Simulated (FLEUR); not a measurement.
# free Fe(001) film, 2 layers: anisotropy by force theorems, part 2 of 2

Wanted: anisotropy for free Fe(001) film, 2 layers, with the cost of each step.

FLEUR MaX-R8.1; PBE; all-electron FLAPW film, Dirac cores, scalar-relativistic bands.

So far. Step 2 (The magnetic state): After 27 cycles the largest moment stands at 2.91 μB.

### 5. Spin–orbit coupling, moments along z

Level of this step: PBE; all-electron FLAPW film, Dirac cores, scalar-relativistic bands with spin-orbit coupling (FLEUR).

Spin–orbit coupling ties the spins to the lattice and lets orbital moments form.

A new self-consistent run of the start ferro ++, with the moments along z. The k list default-1 (kpts.xml, not shown) is a Γ-centred 26×26×1 mesh.

Input file inp.xml:

```
<?xml version="1.0" encoding="UTF-8" standalone="no"?>
<fleurInput fleurInputVersion="0.39">
   <comment>
      Fe
   </comment>
   <calculationSetup>
      <cutoffs Kmax="3.68" Gmax="11.0" GmaxXC="11.0" numbands="72"/>
      <scfLoop itmax="150" minDistance="0.00002" maxIterBroyd="15" imix="Anderson" alpha="0.03" precondParam="0.0" spinf="2.0" sdNocoIR="T"/>
      <coreElectrons ctail="T" frcor="F" kcrel="0" coretail_lmax="0"/>
      <xcFunctional name="pbe" relativisticCorrections="F"/>
      <magnetism jspins="2"/>
      <soc l_soc="T" theta="0.0" phi="0.0" spav="F"/>
      <expertModes spex="0" secvar="F"/>
      <geometryOptimization l_f="F" forcealpha="1.0" forcemix="BFGS" epsdisp="0.00001" epsforce="0.00001"/>
      <ldaU l_linMix="F" mixParam="0.05" spinf="1.0"/>
   </calculationSetup>
   <cell>
      <bzIntegration valenceElectrons="32.0" mode="hist" fermiSmearingEnergy="0.00183747">
         <kPointListSelection listName="default-1"/>
         <xi:include xmlns:xi="http://www.w3.org/2001/XInclude" href="kpts.xml"> </xi:include>
      </bzIntegration>
      <xi:include xmlns:xi="http://www.w3.org/2001/XInclude" href="sym.xml"> </xi:include>
      <filmLattice scale="1.0" dVac="7.97" dTilda="10.47">
         <bravaisMatrixFilm>
            <row-1>    5.4159550731035999     0.0000000000000000</row-1>
            <row-2>    0.0000000000000000     5.4159550731035999</row-2>
         </bravaisMatrixFilm>
         <vacuumEnergyParameters vacuum="1" spinUp="-.25" spinDown="-.25"/>
      </filmLattice>
   </cell>
   <atomSpecies>
      <species name="Iron (Fe) 2.800" element="Fe" atomicNumber="26">
         <mtSphere radius="2.23" gridPoints="737" logIncrement="0.016"/>
         <atomicCutoffs lmax="8" lnonsphr="6"/>
         <electronConfig flipSpins="F">
            <coreConfig>(1s1/2) (2s1/2) (2p1/2) (2p3/2)</coreConfig>
            <valenceConfig>(3s1/2) (3p1/2) (3p3/2) (4s1/2) (3d3/2) (3d5/2)</valenceConfig>
            <stateOccupation state="(3d3/2)" spinUp="1.4" spinDown="1.0"/>
            <stateOccupation state="(3d5/2)" spinUp="3.0" spinDown="0.6"/>
         </electronConfig>
         <energyParameters s="4" p="4" d="3" f="4"/>
         <lo type="SCLO" l="0" n="3" eDeriv="0"/>
         <lo type="SCLO" l="1" n="3" eDeriv="0"/>
      </species>
   </atomSpecies>
   <atomGroups>
      <atomGroup species="Iron (Fe) 2.800">
         <filmPos label="                   1">-1.000/4.000 -1.000/4.000 -1.3539745160</filmPos>
         <filmPos label="                   2">1.000/4.000 1.000/4.000 1.3539745160</filmPos>
         <force calculate="T" relaxXYZ="TTT"/>
      </atomGroup>
   </atomGroups>
   <output dos="F" band="F" slice="F">
      <bandDOS minEnergy="-.5*Htr" maxEnergy="0.5*Htr" sigma="0.015" storeEVData="T"/>
      <plotting iplot="0" polar="F">
         <plot TwoD="T" vec1="  1.0  0.0  0.0" vec2="  0.0  1.0  0.0" vec3="  0.0  0.0  1.0" zero="  0.0  0.0 -0.5" file="plot"/>
      </plotting>
      <moessbauerParams electricFieldGradient="F" isomerShift="F" coreHyperfine="F" valenceHyperfine="F"/>
   </output>
</fleurInput>
```

Input file crystal.txt:

```
Fe
&input film=T cartesian=F /
2.86600000000  0.00000000000  0.00000000000
0.00000000000  2.86600000000  0.00000000000
0.00000000000  0.00000000000  1.00000000000
1.8897261246
1.0 1.0 1.0

2
26 0.00000000000  0.00000000000  -1.35397451598 : 2.800
26 0.50000000000  0.50000000000  1.35397451598 : 2.800

&soc 0.0000000 0.0000000 /
&kpt div1=26 div2=26 div3=1 gamma=T /
```

Launch:

```sh
OMP_NUM_THREADS=1 inpgen -f crystal.txt > inpgen.log  # inp.xml is then edited as shown
OMP_NUM_THREADS=1 mpirun -n 4 fleur_MPI > fleur.log
```

The log of the run:

```text
[banner, memory and clock lines left out]
Welcome to FLEUR        (www.flapw.de)
      MaX-Release 8.1          (www.max-centre.eu)

 ========== k-point set info ==========
 Selected k-point list: default-1
 k-point list type: mesh
 0 x 0 x 0
 Number of k points: 172

 [... set-up left out ...]
 Iteration:     1   Distance:      14.51158997 me/bohr^3
 Iteration:     2   Distance:      13.43080106 me/bohr^3
 Iteration:     3   Distance:       9.00009602 me/bohr^3
 Iteration:     4   Distance:       9.05241788 me/bohr^3
 Iteration:     5   Distance:       8.25484869 me/bohr^3
 Iteration:     6   Distance:       6.39697119 me/bohr^3
 Iteration:     7   Distance:       2.44372734 me/bohr^3
 Iteration:     8   Distance:       1.13120656 me/bohr^3
 Iteration:     9   Distance:       0.95263141 me/bohr^3
 Iteration:    10   Distance:       0.27162627 me/bohr^3
 Iteration:    11   Distance:       0.20002889 me/bohr^3
 Iteration:    12   Distance:       0.07755978 me/bohr^3
 Iteration:    13   Distance:       0.07244824 me/bohr^3
 Iteration:    14   Distance:       0.02454037 me/bohr^3
[... lines left out ...]
 Iteration:    20   Distance:       0.00299312 me/bohr^3
 Iteration:    21   Distance:       0.00058523 me/bohr^3
 Iteration:    22   Distance:       0.00071495 me/bohr^3
 Iteration:    23   Distance:       0.00028412 me/bohr^3
 Iteration:    24   Distance:       0.00002919 me/bohr^3
 Iteration:    25   Distance:       0.00003789 me/bohr^3
 Iteration:    26   Distance:       0.00000653 me/bohr^3

 ********************************************************************
 Run finished successfully
 Stop message:
   all done
 ********************************************************************

--- out.xml (last complete iteration) ---
<iteration numberForCurrentRun="   26" overallNumber="   26">
         [... left out ...]
         <bandgap value="0.0000000000" units="eV"/>
         <sumValenceSingleParticleEnergies value="-42.2152994002" units="Htr"/>
         <FermiEnergy value="-0.1468959874" units="Htr"/>
         [... left out ...]
         <magneticMomentsInMTSpheres units="muBohr">
            <globalMagMoment atomType="1" vec="0.00000   0.00000   2.91817"/>
         </magneticMomentsInMTSpheres>
         <orbitalMomentsInMTSpheres units="muBohr">
            <globalMagMoment atomType="1" vec="0.00000   0.00000   0.08106"/>
         </orbitalMomentsInMTSpheres>
         [... left out ...]
         <totalEnergy value="    -2545.5123291056" units="Htr">
            <sumOfEigenvalues value="    -1497.0214002654">
               <coreElectrons value="-1454.8061008652"/>
               <valenceElectrons value="-42.2152994002"/>
            </sumOfEigenvalues>
         [... left out ...]
            <freeEnergy value="-2545.5132967008"/>
            <extrapolationTo0K value="-2545.5128129032"/>
         </totalEnergy>
         <densityConvergence units="me/bohr^3">
            <chargeDensity spin="1" distance="0.0000018156"/>
            <chargeDensity spin="2" distance="0.0000054234"/>
            <overallChargeDensity distance="0.0000047716"/>
            <spinDensity distance="0.0000065309"/>
         </densityConvergence>
      </iteration>
```

Wall time 2.5 min (4 MPI ranks of Arm Neoverse V1, shared host); peak memory 0.47 GiB.

Read from the output:

| Property | Result |
| --- | --- |
| free energy | -69266.9455 eV |
| program's band gap on this mesh (in a metal only a level spacing) | 0 eV |
| magnetization | 6.016 μB |
| final state | ferromagnetic |
| largest moment | 2.918 μB |
| orbital moment along the spin | 0.08106 μB |

Orbital moment in the sphere, along the spin axis by atom:

```csv
atom,"orbital moment in the sphere, along the spin axis (μB)"
Fe1,0.0811
Fe2,0.0811
```

### 6. Outcome

```yaml
reference_state: ferromagnetic
largest_sphere_moment: 2.91 μB
easy_direction_of_those_tried: z
energy_along_x_less_z_force_theorem: 0.321 meV a primitive cell
orbital_moment_on_the_atom_of_largest_spin_along_its_spin_spin_orbit_run: 0.0811 μB
```

What this shows: By the force theorem the moments prefer z; shape anisotropy is not in it, and in a film it favours the plane. The difference for the second direction goes from 0.38 meV (mesh 17×17×1, 64 states, 64 s of CPU time) to 0.32 meV (mesh 26×26×1, 64 states, 2.3 min), so it is not converged. The orbital moment is parallel to the spin. The state was typed, and no other order was converged beside it, so it need not be the ground state.

[Logs and program files are shortened in this print: banners, set-up blocks, solver, clock and traceback lines can be left out without a mark of their own.]

[Logs are printed without paths, hosts, clocks, repeated set-up lines and the standing remarks that a program may print on its own settings, such as how far it seeks lower states.]

[Hosts, paths, dates, database ids (printed as entryN), source tags and the programs' standing remarks are cut or masked in the printed files.]

[Where a cell is said to come from a database of computed structures, the database is the Materials Project.]
